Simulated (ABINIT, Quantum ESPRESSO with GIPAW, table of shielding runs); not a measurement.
# NMR shieldings of LiH in space group Fm-3m by two methods, part 2 of 2

Wanted: shieldings of LiH in space group Fm-3m from two unrelated programs, to see how far they agree.

ABINIT 10.8.3 and Quantum ESPRESSO with GIPAW.

So far, shielding along dipole (ppm): step 4 (converse method: dipole on Li1; PBE, zora 0, 32 Ha, 5×5×5 …) 84.3.

The database entry behind the starting cell differs from later determinations by our own check (the deuteride, about 0.2 % short), so it need not match the best structure at ambient conditions.

### Step 5. Converse method: dipole on Li1; PBE, zora 0, 32 Ha, 4×4×4 (4 shifts)

Level of this step: DFT, PBE, plane-wave PAW (JTH 2.0), scalar-relativistic datasets, non-relativistic dipole terms (zora 0), shielding from the orbital moment that a nuclear dipole induces (ABINIT).

Against the first converse run the mesh is changed, to see how fast the orbital moment converges.

run.abi

```
ndtset 2
acell 3*1.0 Angstrom
rprim
  0.00000000 2.03675000 2.03675000
  2.03675000 0.00000000 2.03675000
  2.03675000 2.03675000 0.00000000
natom 2
ntypat 2
znucl 3 1
typat 1 2
xred
  0.00000000 0.00000000 0.00000000
  0.50000000 0.50000000 0.50000000
pseudos "Li_PBE_JTH.xml, H_PBE_JTH.xml"
ecut 32
pawecutdg 64
pawovlp -1
kptopt 3
ngkpt 4 4 4
nshiftk 4
shiftk 0.5 0.5 0.5  0.5 0 0  0 0.5 0  0 0 0.5
nband 2
occopt 1
nsym 1
symmorphi 0
istwfk *1
chkprim 0
chksymbreak 0
chksymtnons 0
optforces 0
optstress 0
pawcpxocc 2
usexcnhat 0
paral_atom 0
paral_kgb 0
prtden 0
prteig 0
prtebands 0
prtgsr 0
natnd 1
iatnd 1
atndlist 1 0 0
tolvrs1 1d-14
nstep1 50
rfddk2 1
rfdir2 1 1 1
iscf2 -3
getwfk2 -1
orbmag2 2
tolwfr2 1d-18
nstep2 30
prtwf2 0
```

Run with:

```
abinit run.abi > log
```

Numbers of over 12 decimals in the logs are rounded to 6 here.

Output:

```text
[... set-up and SCF cycles left out ...]

 Orbital magnetic moment computed with DFPT derivative wavefunctions

 Orbital magnetic moment, Cartesian directions :
 -8.32663932E-05 -2.10107831E-13  5.94131259E-13

 Chern vector, Cartesian directions :
  2.14270022E-07 -2.03003810E-14  7.75796688E-14

 Orbital magnetic moment, term-by-term breakdown :
     rho(1) CC :  -2.67793652E-05 -2.00268633E-13  5.67484928E-13
    rho(1) VV1 :  -5.37010410E-07  2.54999920E-15  2.18782177E-15
    rho(1) VV2 :   2.92964511E-08 -2.56482034E-16 -3.06222722E-16
     rho(0) NL :   1.32363249E-05 -1.16828645E-14  2.54098583E-14
   <L_R> terms :   1.60650386E-07 -4.51558604E-16 -6.48815659E-16
 <A0.An> terms :  -6.93762893E-05  1.70839093E-18  3.68996469E-18
    Lamb terms :   0.00000000E+00  0.00000000E+00  0.00000000E+00
 Chern vector, term-by-term breakdown :
  Ch CC :   2.18948319E-07 -2.03281101E-14  7.75661247E-14
 Ch vv1 :  -4.67829711E-09  2.77291398E-17  1.35441018E-17
 Ch vv2 :  -2.58493941E-26  1.28469154E-25  2.63028436E-25
[...]
---- first-order wavefunction calculations are completed ----

 respfn : d/dk was computed, but no 2DTE, so no DDB output.

== END DATASET(S) ==
```

The job ended after 3.9 min (1 thread of Arm Neoverse V1, shared host; peak memory 0.19 GiB).

Along the dipole the shielding is 83.3 ppm. The Chern vector, which should vanish, has length 2.1e-07.

### Step 6. Converse method: dipole on Li1; PBE, zora 0, 32 Ha, 3×3×3 (4 shifts)

Against the first converse run the mesh is changed, to see how fast the orbital moment converges.

run.abi, as its differences from that of step 5:

```diff
@@ -18,3 +18,3 @@
 kptopt 3
-ngkpt 4 4 4
+ngkpt 3 3 3
 nshiftk 4
```

Run with:

```
abinit run.abi > log
```

Output:

```text
[... set-up and SCF cycles left out ...]

 Orbital magnetic moment computed with DFPT derivative wavefunctions

 Orbital magnetic moment, Cartesian directions :
 -8.08379805E-05  3.41028664E-13 -3.42758169E-13

 Chern vector, Cartesian directions :
  4.39682877E-07  1.03564766E-14 -6.82706290E-14

 Orbital magnetic moment, term-by-term breakdown :
     rho(1) CC :  -2.43446764E-05  2.50475247E-14 -6.57028857E-13
    rho(1) VV1 :  -5.51656209E-07  1.33619113E-15  7.03859269E-15
    rho(1) VV2 :   2.96645470E-08 -4.38514240E-16 -1.13925012E-15
     rho(0) NL :   1.32394475E-05  3.14980529E-13  3.09001903E-13
   <L_R> terms :   1.62426249E-07  1.02949809E-16 -6.30541662E-16
 <A0.An> terms :  -6.93731861E-05 -1.61466879E-20 -1.60559233E-20
    Lamb terms :   0.00000000E+00  0.00000000E+00  0.00000000E+00
 Chern vector, term-by-term breakdown :
  Ch CC :   4.44426868E-07  1.04647010E-14 -6.84212198E-14
 Ch vv1 :  -4.74399104E-09 -1.08224389E-16  1.50590761E-16
 Ch vv2 :   1.80945759E-25  7.36082317E-26 -2.75496914E-26
[...]
---- first-order wavefunction calculations are completed ----

 respfn : d/dk was computed, but no 2DTE, so no DDB output.

== END DATASET(S) ==
```

Wall time 96 s (1 thread); peak memory 0.14 GiB.

Along the dipole the shielding is 80.8 ppm. The Chern vector, which should vanish, has length 4.4e-07. In mesh series on salts like this, lengths over 2.5e-7 went with errors from several ppm on light ions to many hundreds on heavy ones, so the run counts as not converged.

### Step 7. All levels side by side

The runs with the dipole on the other atom differ from those above in iatnd alone.

```
                               level  dipole on  shielding along it (ppm)  Chern vector
PBE, zora 0, 32 Ha, 5×5×5 (4 shifts)        Li1                      84.3       1.0e-07
PBE, zora 0, 32 Ha, 5×5×5 (4 shifts)         H2                      23.0       3.2e-08
PBE, zora 0, 32 Ha, 4×4×4 (4 shifts)        Li1                      83.3       2.1e-07
PBE, zora 0, 32 Ha, 4×4×4 (4 shifts)         H2                      23.3       7.0e-08
PBE, zora 0, 32 Ha, 3×3×3 (4 shifts)        Li1                      80.8       4.4e-07
PBE, zora 0, 32 Ha, 3×3×3 (4 shifts)         H2                      24.0       1.5e-07
```

Isotropic shieldings in ppm, all without the macroscopic shape term. Core time is summed over the runs of a row, on shared hosts.

```
                          method  functional  relativity  cutoff             mesh  core time  σ Li1  σ H2
                           GIPAW         PBE      scalar   55 Ry         11×11×11       79 s   85.0  22.8
                        converse         PBE      zora 0   32 Ha  5×5×5, 4 shifts     15 min   84.3  23.0
                        converse         PBE      zora 0   32 Ha  4×4×4, 4 shifts    7.7 min   83.3  23.3
converse (too coarse for a site)         PBE      zora 0   32 Ha  3×3×3, 4 shifts    3.2 min   80.8  24.0
```

### Step 8. Summary of results

- σ_iso of 7Li (Li1), GIPAW: 85.0 ppm
- σ_iso of 7Li (Li1), converse, zora 0: 84.3 ppm
- σ_iso of 1H (H2), GIPAW: 22.8 ppm
- σ_iso of 1H (H2), converse, zora 0: 23.0 ppm

What this shows: Without spin-orbit coupling the converse values lie -0.7 ppm (Li1) and +0.2 ppm (H2) from GIPAW's, at 11 times the core time. From mesh 4×4×4, 4 shifts to 5×5×5, 4 shifts the converse values move by +1.0 ppm (Li1) and -0.3 ppm (H2). GIPAW's log warns of levels that differ between two diagonalisations, on empty bands alone, which the response doesn't use. This build of gipaw.x prints that it isn't audited and that its numbers are no references by themselves. GIPAW's mesh and the cutoffs were not varied. Atoms are fixed at the given structure, with no thermal motion. The shape term of a sphere, left out, would add about 4 ppm to every shielding, by GIPAW's valence susceptibility.

[Banner, clock, file and dataset-listing lines were taken out of the logs.]

[Logs are printed without paths, hosts, clocks, repeated set-up lines and the standing remarks that a program may print on its own settings, such as how far it seeks lower states.]

[Hosts, paths, dates, database ids (printed as entryN), source tags and the programs' standing remarks are cut or masked in the printed files.]
